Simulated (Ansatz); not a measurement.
# What BeInH3 (model cell, started as cubic perovskite with Be in the octahedra) distorts into, part 3 of 3

Which phase does BeInH3 (model cell, started as cubic perovskite with Be in the octahedra) fall into along its unstable mode, and how much energy does it gain?

Ansatz 0.2.0; DFT LDA, scalar-relativistic, plane waves, PAW; PAW set soft_1.

So far. Step 4 (The mode frozen in, largest atomic shift 0.22 Å): The run ends at a pressure of 1.10 GPa, with forces up to 0.15 eV/Å. Step 5 (Energy along the mode, all amplitudes (two of the runs …): The lowest of the steps tried is at 0.22 Å, 6.11 meV/atom below the parent; the bottom of the well need not coincide with a step.

The structure was built from a prototype and need not be the compound's stable phase.

## Step 7: The new phase in its own primitive cell

The relaxed structure is symmetrised, reduced to its primitive cell and relaxed tightly, as its phonons need.

The input, input.yaml:

```yaml
crystal:
  lattice:
    - [2.9722136958, 0.0, 0.0]
    - [0.0, 2.9722136958, 0.0]
    - [0.0, 0.0, 5.6239310423]
  atoms:
    - { symbol: In, position: [0.0, 0.0, 0.9290045354] }
    - { symbol: Be, position: [0.5, 0.5, 0.4451435396] }
    - { symbol: H, position: [0.5, 0.0, 0.5258528705] }
    - { symbol: H, position: [0.5, 0.5, 0.187192281] }
    - { symbol: H, position: [0.0, 0.5, 0.5258528705] }
kpoints:
  mp_grid: { grid: [12, 12, 6] }
hamiltonian:
  xc: lda
  pseudopotentials: { kind: paw, azcp: { folder: soft_1 }, xc_functional: pbe }
scf:
  occupations: { method: methfessel_paxton, width: 0.2 }
output:
  forces: true
  stress: true
  eigenvalues: true
relax:
  adjacent_minimum: "off"
  f_tol: 0.001
  max_steps: 60
  cell: { stress_tol: 0.01 }
```

Launch:

```
$ ansatz run input.yaml --threads 4 --pin off --max-ram 16384MiB --backend cpu --events-out ev --progress --plain --runs-dir out
```

Numbers of over 12 decimals in the logs are rounded to 6 here.

The program printed:

```text
[...]
Crystal: 5 atoms, lattice volume = 49.682 Å³
Basis set: ecut = 420 eV, 959 PW (Γ)
Bands: 14, of which v1, the nominal top of the filled ones, is band 9 counted from 1 (8 counted from 0)
Symmetry: 8 space group operations
[...]
k-points: 112 of 864 (time reversal used)
[...]
--- Relaxed structure (6 steps of the walk, 5 accepted, 1 SCFs on fresh bases) ---
[...]
cell:  # Å, volume = 49.7700 Å³
    - [2.948665, 0, 0]
    - [0, 2.948665, 0.0]
    - [0, 0.0, 5.724231]
  atoms:
    - { symbol: In, position: [0, 0.0, 0.928193] }
    - { symbol: Be, position: [0.500000, 0.500000, 0.442929] }
    - { symbol: H, position: [0.500000, 0, 0.525901] }
    - { symbol: H, position: [0.500000, 0.500000, 0.190122] }
    - { symbol: H, position: [0, 0.500000, 0.525901] }
[key lines of the parts left out:]
SCF converged after 7 iterations
Free energy (F): -5590.923947 eV
Fermi energy:    6.252738 eV
P = ⅓ Tr σ = -0.0024 GPa (-0.024 kbar)
```

Elapsed: 15 s, on 4 threads of Arm Neoverse V1, shared host; peak memory 0.42 GiB.

Relaxation path:

| step | energy less that of the first step (eV) | largest force component (eV/Å) | pressure (GPa) | volume (Å³) |
| --- | --- | --- | --- | --- |
| 1 | 0.0000 | 0.0264 | -0.03 | 49.68 |
| 2 | -0.0010 | 0.0218 | -0.17 | 49.86 |
| 3 | -0.0006 | 0.0333 | 0.22 | 49.65 |
| 4 | -0.0021 | 0.0065 | -0.02 | 49.77 |
| 5 | -0.0021 | 0.0172 | -0.01 | 49.78 |
| 6 | -0.0021 | 0.0004 | 0.00 | 49.77 |
| 7* | -0.0022 | 0.0005 | 0.00 | 49.77 |

Relaxation steps marked * repeat the geometry before them on a plane-wave basis chosen anew for their cell, so energy and pressure can jump there. Relaxation step 3 was tried and not accepted.

Forces are held to the 8 operations that the run works with; a distortion that breaks them can't arise in this run.

| conventional cell, symmetrised | before | after | change |
| --- | --- | --- | --- |
| a (Å) | 2.972 | 2.949 | -0.8 % |
| b (Å) | 2.972 | 2.949 | -0.8 % |
| c (Å) | 5.624 | 5.724 | +1.8 % |
| volume (Å³/atom) | 9.94 | 9.95 | +0.2 % |

The atoms that moved most (Å, as changes of fractional coordinates times the final cell):

| atom | dx | dy | dz | length |
| --- | --- | --- | --- | --- |
| H4 | 0.000 | 0.000 | 0.017 | 0.017 |
| Be2 | 0.000 | 0.000 | -0.013 | 0.013 |

Numbers from this step:

```
pressure        : -0.002437 GPa
volume per atom : 9.954 Å³
```

The largest force component left is 0.50 meV/Å and the pressure is -0.002 GPa, within the tolerances set. The cell now holds 9.95 Å³/atom.

## Step 8: Modes of the new phase, k-mesh 12×12×6

A relaxed structure may still be a saddle point, so its zone-centre modes are computed. No field response is asked, since the mesh shows no gap.

input.yaml, the sections that differ from step 7:

```yaml
crystal:
  lattice:
    - [2.948665152, 0.0, 0.0]
    - [0.0, 2.948665152, 0.0]
    - [0.0, 0.0, 5.72423062]
  atoms:
    - { symbol: In, position: [0.0, 0.0, 0.9281933283] }
    - { symbol: Be, position: [0.5, 0.5, 0.4429288413] }
    - { symbol: H, position: [0.5, 0.0, 0.5259008106] }
    - { symbol: H, position: [0.5, 0.5, 0.1901223062] }
    - { symbol: H, position: [0.0, 0.5, 0.5259008106] }
output:
  eigenvalues: true
phonons:
  method: dfpt
# kpoints, hamiltonian, scf: as in step 7
# relax: removed
```

The program printed:

```text
zone centre: on kpoints.mp_grid the ground state, and the responses unless they are solved on pairs of k-points, stand on 196 of the mesh's 864 k-points, reduced under 4 symmetry operations, with k and −k counted as one. Each operation leaves every solved displacement unchanged or reverses it
[...]
Crystal: 5 atoms, lattice volume = 49.770 Å³
Basis set: ecut = 420 eV, 959 PW (Γ), exchange–correlation on 40×40×80 points (8 copies of the dense FFT grid, shifted against one another)
Bands: 14, of which v1, the nominal top of the filled ones, is band 9 counted from 1 (8 counted from 0)
Symmetry: 8 space group operations
k-points: 196 of 864 (irreducible under 4 space group operations, time reversal used)
[...]
SCF iter   1: F=—  HF=-5592.161640 eV  |F-HF|=—  |Δ(HF+E_count)|=         —  Δρ=6.81e-2  dr2=4.12e0  ethr=3.10e-3  ⟨swp⟩=5.1  Hψ=15774  notcnv=0
[...]
SCF iter  11: F=-5590.923948 eV  HF=-5590.923948 eV  |F-HF|=2.73e-12  |Δ(HF+E_count)|=  3.27e-11  S|Δr|=    0.00e0  Δρ=6.68e-8  dr2=1.96e-12  ethr=1.00e-12  ⟨swp⟩=8.4  Hψ=13036  notcnv=0
SCF 1 converged in 11 iterations: F = -5590.923948 eV  dr2 = 1.96e-12
[...]
DFPT response loops at Γ: preconditioner auto → Kerker (q_TF=auto, 2.303 Å⁻¹) (partly filled bands, converged f_vac=0.000); β = 1.00, the filter's whole step (`scf.mixing.beta` (0.50) is not read by the response loops under this deck's `scf.mixing.preconditioner`; to damp them name `kerker` or `kerker_dos`, under which they read `scf.mixing.beta`, and type it under 1.00, their step now; both keys bind the ground state too); Broyden in place of MSR1
SCF converged after 11 iterations
[...]
Free energy (F): -5590.923948 eV
[...]
Internal energy: -5590.922075 eV  (E = F + TS)
E sigma→0 (E₀):  -5590.923480 eV
Entropy (-TS):   -0.001873 eV (-0.375 meV/atom)
Fermi energy:    6.252738 eV
[...]
--- Band table (eV; the first three rows and the last of 196) ---
  k-point 0: bands = [... 5 lower, -3.9996, -0.5356, 1.4502, 8.3771, 11.0223, 12.2258, 12.2258, 13.9892, ... 1 higher]
  k-point 1: bands = [... 5 lower, -3.8853, -1.1447, 2.2294, 8.3758, 10.1829, 12.3021, 12.3021, 14.1846, ... 1 higher]
  k-point 2: bands = [... 5 lower, -3.5541, -2.0530, 3.5655, 8.3736, 8.6343, 12.4821, 12.4821, 14.3591, ... 1 higher]
  k-point 195: bands = [... 5 lower, 2.2608, 2.2608, 3.4783, 6.2271, 6.2271, 6.5647, 8.2743, 9.4067, ... 1 higher]
--- Phonons (Γ-DFPT): 9 representative perturbations + reference, on 196 of 864 k-points (Σ response iterations 30) ---
  k mesh reduced under 4 symmetry operations, with k and −k counted as one. Each operation leaves every solved displacement unchanged or reverses it
  ASR residual: 1.821e-5 → 0.000e0 eV/Å²; symmetrization residual: 2.202e-6 eV/Å²
  ASR residual per site (eV/Å²): 1.82e-5 3.86e-6 1.09e-5 8.82e-6 1.09e-5
[...]
non-analytic LO–TO correction: not included (Born effective charges unavailable; polar crystals: no LO–TO splitting at Γ)
```

The job ended after 25 s (4 threads; peak memory 0.7 GiB; 93 s of CPU time).

Numbers from this step:

```
sum-rule residual before enforcement                    : 1.82e-5 eV/Å²
point group                                             : 4mm
highest optical mode at the zone centre (no LO-TO term) : 1531 cm⁻¹
lowest optical zone-centre mode                         : -122.2 cm⁻¹
```

Patterns of degenerate modes are one choice out of their space. The modes at Γ (shares of kinetic energy by element, %) (negative means imaginary):

| mode | frequency (cm⁻¹) | symmetry | In % | Be % | H % |
| --- | --- | --- | --- | --- | --- |
| 1 | -122.2 | E | 9 | 63 | 28 |
| 2 | -122.2 | E | 9 | 63 | 28 |
| 3 | 0.0 | acoustic | 91 | 7 | 2 |
| 4 | 0.0 | acoustic | 91 | 7 | 2 |
| 5 | 0.0 | acoustic | 91 | 7 | 2 |
| 6 | 199.8 | A1 | 9 | 65 | 26 |
| 7 | 427.2 | E | 0 | 10 | 89 |
| 8 | 427.2 | E | 0 | 10 | 89 |
| 9 | 597.3 | B1 | 0 | 0 | 100 |
| 10 | 619.5 | E | 0 | 13 | 87 |
| 11 | 619.5 | E | 0 | 13 | 87 |
| 12 | 797.0 | A1 | 0 | 21 | 79 |
| 13 | 1476.0 | E | 0 | 7 | 93 |
| 14 | 1476.0 | E | 0 | 7 | 93 |
| 15 | 1531.4 | A1 | 0 | 7 | 93 |

Displacements in mode 1 (-122.2 cm⁻¹), the largest set to 1:
```
In1 -0.07  0.00  0.00
Be2  0.69  0.00  0.00
H3   0.64  0.00  0.00
H4   1.00  0.00  0.00
H5   0.69  0.00  0.00
```

Displacements in mode 12 (797.0 cm⁻¹), the largest set to 1:
```
In1  0.00  0.00  0.00
Be2  0.00  0.00 -0.25
H3   0.00  0.00  1.00
H4   0.00  0.00 -0.04
H5   0.00  0.00  1.00
```

Before it was imposed, the acoustic sum rule was missed by 1.8e-5 eV/Å². Small misses are needed for a sound result but don't prove that mesh and cutoff are converged. The lowest optical mode is imaginary, 122.2i cm⁻¹, so the energy falls along it.

## Step 9: Outcome

- unstable mode of the parent: q = (0, 0, 0), 599i cm⁻¹
- depth at the lowest point sampled: 6.11 meV/atom
- largest atomic shift at that point: 0.22 Å
- space group reached (within 0.01 Å): P4mm
- energy gained over the parent (first relaxation, on the mesh of the frozen mode): 114 meV/atom
- volume per atom, phase reached: 9.95 Å³
- lowest optical zone-centre mode, phase reached: -122 cm⁻¹
- highest optical mode at the zone centre (no LO-TO term), phase reached: 1531 cm⁻¹

**Reading.** Along this mode the structure falls into P4mm, 114 meV/atom below the parent. At the parent's cell the well is 6.108 meV/atom deep on the steps tried, with its lowest point at a shift of 0.22 Å. Relaxing atoms and cell changes the gain by +108.24 meV/atom against the lowest step (energies at zero smearing). Most of the total comes from this relaxation. The new phase still has an imaginary mode at the zone centre of its cell, so it is a saddle point on the way to a lower structure. Of the 4 patterns followed to their end from this parent, this one ends 10.5 meV/atom above the lowest, Amm2. Each path keeps the symmetry of its pattern, so a lower phase may lie along a pattern not tried. With no gap, or one that is small against the smearing, the frequencies hang on the k mesh and the smearing, most of all near Kohn anomalies. The PAW files were made for PBE and serve the other functionals too. The starting cell was built on a prototype and not taken from a measurement, so the phase need not exist.

[Logs are printed without paths, hosts, clocks, repeated set-up lines and the standing remarks that a program may print on its own settings, such as how far it seeks lower states.]

[Hosts, paths, dates, database ids (printed as entryN), source tags and the programs' standing remarks are cut or masked in the printed files.]
